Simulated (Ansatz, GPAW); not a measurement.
## TiAg2P2 (model structure): optical spectrum from first principles

Aim: the dielectric function of TiAg2P2 (model structure), and the optical constants that follow from it. The structure is a model built here, which may or may not match a known phase. It was built so: All Cu replaced by Ag and Zr replaced by Ti in the P-3m1 structure of ZrCu2P2. The cell is first relaxed with Ansatz.

Program: GPAW 26.7.0. Level of theory: DFT, PBE, plane-wave PAW (GPAW data sets), scalar-relativistic, RPA, optical limit. Results are calculated unless marked as measured.

Report form: the programs' logs are mostly left out.

### 1. Starting point

It takes space group P-3m1 (No. 164, trigonal). The conventional cell has a = 3.855 Å, b = 3.855 Å, c = 6.246 Å, α = 90.00°, β = 90.00°, γ = 120.00°. Nearest to Ag lie 4 P at 2.33 to 2.42 Å. Ti has 6 P at 2.73 Å nearest. Nearest to P lie 4 Ag at 2.33 to 2.42 Å and 3 Ti at 2.73 Å. All Cu replaced by Ag and Zr replaced by Ti in the P-3m1 structure of ZrCu2P2. Farther neighbours are not listed.

### 2. Relaxation

The structure was built or cut out here, so it is relaxed before any spectrum is computed.

This step: DFT, PBE, plane-wave PAW, default files, scalar-relativistic, relaxation (Ansatz 0.2.0).

Contents of input.yaml:

```yaml
crystal:
  lattice:
    - [3.8547218146, 2.9e-09, 0.0]
    - [-1.9273609098, 3.3382870145, 0.0]
    - [0.0, 0.0, 6.24587046]
  atoms:
    - { symbol: Ag, position: [0.3333333333, 0.6666666667, 0.63888812] }
    - { symbol: Ag, position: [0.6666666667, 0.3333333333, 0.36111188] }
    - { symbol: Ti, position: [0.0, 0.0, 0.0] }
    - { symbol: P, position: [0.3333333333, 0.6666666667, 0.25217355] }
    - { symbol: P, position: [0.6666666667, 0.3333333333, 0.74782645] }
kpoints:
  mp_grid: { grid: [7, 7, 4] }
scf:
  occupations: { method: fermi_dirac, width: 0.05 }
hamiltonian:
  xc: pbe
output:
  forces: true
  stress: true
relax:
  f_tol: 0.02
  max_steps: 50
  cell: {}
```

Launch:

```
$ ansatz run input.yaml --threads 1 --pin off --max-ram 4096MiB --backend cpu --events-out ev --progress --plain --runs-dir out
```

Run time: 55 s. Hardware: 1 thread of Arm Neoverse V1, shared host; peak memory 0.4 GiB.

Relaxation path:

| step | energy less that of the first step (eV) | largest force component (eV/Å) | pressure (GPa) | volume (Å³) |
| --- | --- | --- | --- | --- |
| 1 | 0.0000 | 3.6120 | 15.90 | 80.37 |
| 2 | -1.0171 | 0.9314 | 6.45 | 82.72 |
| 3 | -1.2727 | 0.3976 | 1.32 | 86.02 |
| 4 | -1.3554 | 0.1145 | -0.02 | 87.28 |
| 5 | -1.3611 | 0.0386 | -0.42 | 87.70 |
| 6 | -1.3664 | 0.0253 | -0.07 | 87.50 |
| 7 | -1.3669 | 0.0464 | -0.30 | 87.73 |
| 8 | -1.3675 | 0.0073 | 0.06 | 87.46 |
| 9 | -1.3675 | 0.0018 | 0.00 | 87.51 |
| 10* | -1.3709 | 0.0019 | 0.05 | 87.51 |
| 11 | -1.3710 | 0.0005 | 0.01 | 87.58 |
| 12* | -1.3710 | 0.0005 | 0.01 | 87.58 |

Relaxation steps marked * repeat the geometry before them on a plane-wave basis chosen anew for their cell, so energy and pressure can jump there.

The run keeps the 12 symmetry operations that it works with, so distortions that break them were not tested.

| conventional cell, symmetrised | before | after | change |
| --- | --- | --- | --- |
| a (Å) | 3.855 | 3.856 | +0.0 % |
| b (Å) | 3.855 | 3.856 | +0.0 % |
| c (Å) | 6.246 | 6.802 | +8.9 % |
| volume (Å³/atom) | 16.07 | 17.52 | +9.0 % |

The atoms that moved most (Å, as changes of fractional coordinates times the final cell):

| atom | dx | dy | dz | length |
| --- | --- | --- | --- | --- |
| P5 | 0.000 | 0.000 | 0.399 | 0.399 |
| P4 | 0.000 | 0.000 | -0.399 | 0.399 |
| Ag2 | 0.000 | 0.000 | 0.049 | 0.049 |
| Ag1 | 0.000 | 0.000 | -0.049 | 0.049 |

The relaxed structure:

```
Ag Ti P
1.0
     3.85582    0.00000    0.00000
    -1.92791    3.33924    0.00000
     0.00000    0.00000    6.80183
Ag Ti P
2 1 2
Cartesian
  0.0000 2.2262 4.2969
  1.9279 1.1131 2.5049
  0.0000 0.0000 0.0000
  0.0000 2.2262 1.3164
  1.9279 1.1131 5.4854
```

The relaxation ends with a largest force component of 4.9e-4 eV/Å and a pressure of 0.01 GPa.

### 3. Ground state

The self-consistent density comes first; it also tells whether there is a gap, which decides the occupations and the need for a Drude term.

This step: DFT, PBE, plane-wave PAW (GPAW data sets), scalar-relativistic, ground state (GPAW 26.7.0).

Contents of gs.py:

```python
from ase import Atoms
from ase.dft.bandgap import bandgap
from gpaw import GPAW, PW, FermiDirac

atoms = Atoms(['Ag', 'Ag', 'Ti', 'P', 'P'],
              cell=[[3.855818179517, 0.000000002922, 0.000000000000],
                    [-1.927909092289, 3.339236494374, 0.000000000000],
                    [0.000000000000, 0.000000000000, 6.801829469900]],
              scaled_positions=[[0.333333333333, 0.666666666667, 0.631725580200],
                                [0.666666666667, 0.333333333333, 0.368274419800],
                                [0.000000000000, 0.000000000000, 1.000000000000],
                                [0.333333333333, 0.666666666667, 0.193539138800],
                                [0.666666666667, 0.333333333333, 0.806460861200]],
              pbc=[True, True, True])
atoms.calc = GPAW(mode=PW(500), xc='PBE', kpts={'size': (7, 7, 4), 'gamma': True},
                  occupations=FermiDirac(0.05), maxiter=150, txt='gs.txt')
print('energy (eV)', atoms.get_potential_energy())
print('Fermi level (eV)', atoms.calc.get_fermi_level())
print('valence electrons', atoms.calc.get_number_of_electrons())
print('gap (eV)', bandgap(atoms.calc, output=None)[0])
print('direct gap (eV)', bandgap(atoms.calc, direct=True, output=None)[0])
atoms.calc.write('gs.gpw')
```

Launch:

```
$ OMP_NUM_THREADS=1 python gs.py
```

The job ended after 43 s (1 thread; peak memory 0.21 GiB).

Read-outs, printed or worked out from the files:

| Quantity | Value |
| --- | --- |
| energy | -24.29 eV |
| Fermi energy | 8.099 eV |
| electrons | 56 |

There are states at the Fermi level within the smearing, so the occupations stay smeared and the carriers get a Drude term.

### 4. Bands for the response

At the fixed density, many empty bands are solved on the mesh of the response, since the spectrum sums over them.

This step: DFT, PBE, plane-wave PAW (GPAW data sets), scalar-relativistic, bands at fixed density (GPAW 26.7.0).

Contents of nscf.py:

```python
from ase.dft.bandgap import bandgap
from gpaw import GPAW, FermiDirac

calc = GPAW('gs.gpw').fixed_density(kpts={'size': (9, 9, 5), 'gamma': True}, nbands=64, convergence={'bands': 58},
                                    occupations=FermiDirac(0.05), txt='nscf.txt')
print('gap (eV)', bandgap(calc, output=None)[0])
print('direct gap (eV)', bandgap(calc, direct=True, output=None)[0])
print('top band over the Fermi level (eV)', min(calc.get_eigenvalues(kpt=k)[57] for k in range(len(calc.get_ibz_k_points()))) - calc.get_fermi_level())
calc.write('full.gpw', mode='all')
```

Launch:

```
$ OMP_NUM_THREADS=1 python nscf.py
```

It took 2.1 min on 1 thread; peak memory 0.32 GiB.

### 5. Dielectric function, RPA

Transitions between filled and empty bands, summed over the zone, give the optical response, so mesh, band count and broadening shape it.

The induced potential is part of this response.

This step: DFT, PBE, plane-wave PAW (GPAW data sets), scalar-relativistic, RPA, optical limit (GPAW 26.7.0).

Contents of df.py:

```python
from gpaw.response.df import DielectricFunction

df = DielectricFunction('full.gpw', frequencies={'type': 'nonlinear', 'domega0': 0.03, 'omega2': 8},
                        ecut=60,
                        eta=0.2,
                        nbands=58,
                        rate=0.1,
                        txt='df.txt')
for direction in ['x', 'z']:
    df.get_dielectric_function(xc='RPA', direction=direction, filename=f'df_{direction}.csv')
```

Launch:

```
$ OMP_NUM_THREADS=1 python df.py
```

Wall time 38 s (1 thread); peak memory 0.54 GiB.

Some rows of df_x.csv (energy; Re and Im without local fields; Re and Im with them):

```text
0.000000, 222.488413, -0.000000, 221.826005, -0.000000
0.460735, 41.346901, 31.798527, 40.645965, 31.751377
0.943989, 15.453860, 29.360910, 14.666495, 29.185563
1.451455, 9.893331, 23.872122, 9.121126, 23.187274
1.984998, 5.418424, 21.596089, 5.318100, 20.778704
2.546682, -0.519538, 18.951592, -0.431297, 18.532461
3.138794, -4.220947, 12.166856, -4.071552, 12.058144
3.763875, -1.984439, 7.425420, -2.096955, 7.449412
4.424758, -0.147042, 6.537940, -0.423125, 6.530250
5.124608, 0.537062, 6.245659, 0.011982, 5.974230
5.866977, 0.579493, 6.287943, 0.175367, 5.695685
6.655862, -0.358016, 6.273187, -0.436642, 5.586172
7.495775, -1.709626, 6.257799, -1.285891, 5.556234
8.391833, -2.617897, 3.890884, -2.258368, 3.670607
9.349861, -1.777998, 2.593076, -1.470556, 2.430721
10.376517, -1.452862, 2.061423, -1.212074, 2.013852
11.479449, -1.023903, 1.702117, -0.759441, 1.584501
12.667487, -0.914768, 1.282025, -0.676578, 1.289154
13.950874, -0.652528, 0.931424, -0.453873, 1.027967
15.341572, -0.366086, 0.659857, -0.254858, 0.755116
16.853625, -0.171441, 0.551443, -0.114069, 0.645570
18.503643, 0.032316, 0.391028, 0.061045, 0.507322
```

The Im ε has structure finer than the step of the table below, so its rows give means over 1 eV, whole bins alone (the curve runs from 0.305 to 18.9 eV). Peaks (eV: height): E ∥ x 0.6: 38.1.

Sum at mesh points, not converged in k. Table of Im ε by photon energy; means over each step:

| photon energy (eV) | E ∥ x | E ∥ z |
| --- | --- | --- |
| 1 | 29.4 | 23.1 |
| 2 | 20.7 | 12.2 |
| 3 | 13.8 | 14.2 |
| 4 | 7.11 | 13.4 |
| 5 | 6.03 | 8.11 |
| 6 | 5.70 | 5.04 |
| 7 | 5.60 | 3.88 |
| 8 | 4.52 | 3.29 |
| 9 | 2.72 | 2.43 |
| 10 | 2.17 | 1.99 |
| 11 | 1.68 | 1.74 |
| 12 | 1.51 | 1.60 |
| 13 | 1.22 | 1.36 |
| 14 | 1.02 | 1.05 |
| 15 | 0.807 | 0.919 |
| 16 | 0.717 | 0.804 |
| 17 | 0.612 | 0.662 |
| 18 | 0.519 | 0.598 |

Values under 1 per cm are given as 1; sum at mesh points, not converged in k. The absorption coefficient by photon energy:

| photon energy (eV) | E ∥ x (1/cm) | E ∥ z (1/cm) |
| --- | --- | --- |
| 0.492 | 1.2e5 | 2.4e5 |
| 1.010 | 3.0e5 | 2.6e5 |
| 1.486 | 4.2e5 | 3.1e5 |
| 1.985 | 5.7e5 | 3.9e5 |
| 2.508 | 7.9e5 | 4.4e5 |
| 3.018 | 9.2e5 | 6.1e5 |
| 3.510 | 8.8e5 | 9.7e5 |
| 3.980 | 8.1e5 | 1.2e6 |
| 4.516 | 8.5e5 | 1.1e6 |
| 4.981 | 8.8e5 | 1.2e6 |
| 5.515 | 9.3e5 | 1.3e6 |
| 6.021 | 1.0e6 | 1.2e6 |
| 6.494 | 1.2e6 | 1.2e6 |
| 6.985 | 1.3e6 | 1.2e6 |
| 7.496 | 1.4e6 | 1.2e6 |
| 8.026 | 1.5e6 | 1.3e6 |
| 8.516 | 1.5e6 | 1.3e6 |
| 9.023 | 1.4e6 | 1.3e6 |
| 9.483 | 1.4e6 | 1.2e6 |
| 10.026 | 1.4e6 | 1.2e6 |
| 10.519 | 1.4e6 | 1.3e6 |
| 11.029 | 1.3e6 | 1.2e6 |
| 11.479 | 1.3e6 | 1.2e6 |
| 12.023 | 1.4e6 | 1.3e6 |
| 12.504 | 1.3e6 | 1.3e6 |
| 13.000 | 1.3e6 | 1.3e6 |
| 13.512 | 1.3e6 | 1.3e6 |
| 14.040 | 1.3e6 | 1.2e6 |
| 14.493 | 1.3e6 | 1.2e6 |
| 14.960 | 1.2e6 | 1.2e6 |
| 15.536 | 1.1e6 | 1.1e6 |
| 16.031 | 1.1e6 | 1.1e6 |
| 16.541 | 1.1e6 | 1.1e6 |
| 16.959 | 1.1e6 | 1.0e6 |
| 17.496 | 9.6e5 | 1.0e6 |
| 18.049 | 9.0e5 | 9.7e5 |
| 18.504 | 8.9e5 | 9.8e5 |

Sum at mesh points, not converged in k. Table of loss function −Im 1/ε at q → 0 by energy loss; read off at these points:

| energy loss (eV) | E ∥ x | E ∥ z |
| --- | --- | --- |
| 1 | 0.0289 | 0.0500 |
| 2 | 0.0455 | 0.0603 |
| 3 | 0.0659 | 0.0520 |
| 4 | 0.144 | 0.0725 |
| 5 | 0.165 | 0.111 |
| 6 | 0.176 | 0.157 |
| 7 | 0.177 | 0.222 |
| 8 | 0.180 | 0.249 |
| 9 | 0.261 | 0.326 |
| 10 | 0.349 | 0.442 |
| 11 | 0.460 | 0.515 |
| 12 | 0.521 | 0.570 |
| 13 | 0.670 | 0.648 |
| 14 | 0.817 | 0.843 |
| 15 | 1.07 | 1.000 |
| 16 | 1.34 | 1.18 |
| 17 | 1.56 | 1.52 |
| 18 | 1.93 | 1.66 |

The Im ε, E ∥ x has structure finer than the step of the table below, so its rows give means over 1 eV, whole bins alone (the curve runs from 0.305 to 18.9 eV). Peaks (eV: height): without local fields 0.6: 38.2; with local fields 0.6: 38.1.

Sum at mesh points, not converged in k. The Im ε, E ∥ x by photon energy; means over each step:

| photon energy (eV) | without local fields | with local fields |
| --- | --- | --- |
| 1 | 29.6 | 29.4 |
| 2 | 21.5 | 20.7 |
| 3 | 14.1 | 13.8 |
| 4 | 7.12 | 7.11 |
| 5 | 6.23 | 6.03 |
| 6 | 6.30 | 5.70 |
| 7 | 6.33 | 5.60 |
| 8 | 4.87 | 4.52 |
| 9 | 2.90 | 2.72 |
| 10 | 2.26 | 2.17 |
| 11 | 1.78 | 1.68 |
| 12 | 1.53 | 1.51 |
| 13 | 1.18 | 1.22 |
| 14 | 0.919 | 1.02 |
| 15 | 0.707 | 0.807 |
| 16 | 0.614 | 0.717 |
| 17 | 0.517 | 0.612 |
| 18 | 0.428 | 0.519 |

Sum at mesh points, not converged in k. Reflectivity at normal incidence against photon energy; read off at these points:

| photon energy (eV) | E ∥ x (%) | E ∥ z (%) |
| --- | --- | --- |
| 0.50 | 59.3 | 65.9 |
| 0.59 | 59.7 | 63.7 |
| 1.00 | 54.4 | 47.7 |
| 1.50 | 51.2 | 41.5 |
| 2.00 | 50.8 | 40.4 |
| 2.50 | 52.9 | 38.2 |
| 3.00 | 53.9 | 42.1 |
| 3.50 | 48.3 | 48.9 |
| 3.94 | 41.1 | 51.8 |
| 4.00 | 40.0 | 51.5 |
| 4.50 | 36.4 | 48.3 |
| 5.00 | 34.1 | 47.2 |
| 5.50 | 32.7 | 49.3 |
| 6.00 | 32.6 | 45.0 |
| 6.50 | 34.5 | 41.8 |
| 7.00 | 35.5 | 37.8 |
| 7.50 | 38.6 | 37.1 |
| 8.00 | 43.4 | 38.9 |
| 8.50 | 45.3 | 37.9 |
| 9.00 | 43.2 | 37.7 |
| 9.50 | 39.0 | 34.5 |
| 10.00 | 37.7 | 30.7 |
| 10.50 | 38.1 | 30.5 |
| 11.00 | 35.1 | 29.2 |
| 11.50 | 32.1 | 27.6 |
| 12.00 | 32.8 | 26.8 |
| 12.50 | 33.0 | 27.5 |
| 13.00 | 31.4 | 29.1 |
| 13.50 | 31.0 | 29.4 |
| 14.00 | 29.4 | 27.1 |
| 14.50 | 30.5 | 25.5 |
| 15.00 | 28.5 | 23.9 |
| 15.50 | 25.5 | 23.9 |
| 16.00 | 24.0 | 21.6 |
| 16.50 | 23.4 | 22.8 |
| 17.00 | 23.3 | 21.2 |
| 17.50 | 21.4 | 19.2 |
| 18.00 | 18.6 | 17.4 |
| 18.50 | 17.1 | 18.4 |

From ε follow the optical constants at some laser and lamp lines:

| wavelength (nm) | n x | k x | R (%) x | 1/α x | n z | k z | R (%) z | 1/α z |
| --- | --- | --- | --- | --- | --- | --- | --- | --- |
| 1550 | 5.32 | 3.127 | 57.2 | 39 nm | 3.59 | 3.383 | 55.8 | 36 nm |
| 800 | 4.02 | 2.732 | 50.8 | 23 nm | 3.29 | 1.976 | 41.0 | 32 nm |
| 532 | 3.40 | 2.932 | 51.4 | 14 nm | 3.20 | 1.734 | 38.0 | 24 nm |
| 405 | 2.22 | 2.989 | 54.0 | 11 nm | 3.55 | 2.036 | 42.8 | 16 nm |
| 365 | 1.86 | 2.558 | 49.5 | 11 nm | 3.32 | 2.645 | 48.2 | 11 nm |
| 308 | 1.68 | 1.984 | 39.6 | 12 nm | 2.28 | 2.830 | 51.4 | 8.7 nm |
| 248 | 1.74 | 1.747 | 34.1 | 11 nm | 1.72 | 2.373 | 47.2 | 8.3 nm |

In reflection the computed colour is light grey: x = 0.312, y = 0.326, luminous reflectivity 45 %.

### 6. What came out

**Reading.** At this level (PBE, RPA) TiAg2P2 is a metal. The mesh is too coarse to trust the carriers' weight, the reflectivity or the colour to better than tens of per cent. The cell grew by 9.0 % in volume. In reflection the computed colour is light grey: x = 0.312, y = 0.326, luminous reflectivity 45 %. The carriers' damping of 0.1 eV is typed, not computed; it shapes the response at the lowest energies. The curves end at 19 eV, about where the summed bands run out. In this version of GPAW the matrix elements of the optical limit are incomplete, which can lower ε − 1 by up to a tenth where first-row anions or d states rule, and shift it by more in d metals. GPAW's carrier term has the form −ωp²/(ω + i·rate)², which damps like twice the rate and fails at low energy, so the curves leave the lowest energies out. The sum runs over mesh points 0.21 Å⁻¹ apart with no interpolation, so peaks are partly noise of the mesh, and the Drude plasma energy, a sum over the Fermi surface, isn't converged.

[Machine, clock and banner lines and Python warnings are left out of the logs.]

[Logs are printed without paths, hosts, clocks, repeated set-up lines and the standing remarks that a program may print on its own settings, such as how far it seeks lower states.]

[Hosts, paths, dates, database ids (printed as entryN), source tags and the programs' standing remarks are cut or masked in the printed files.]
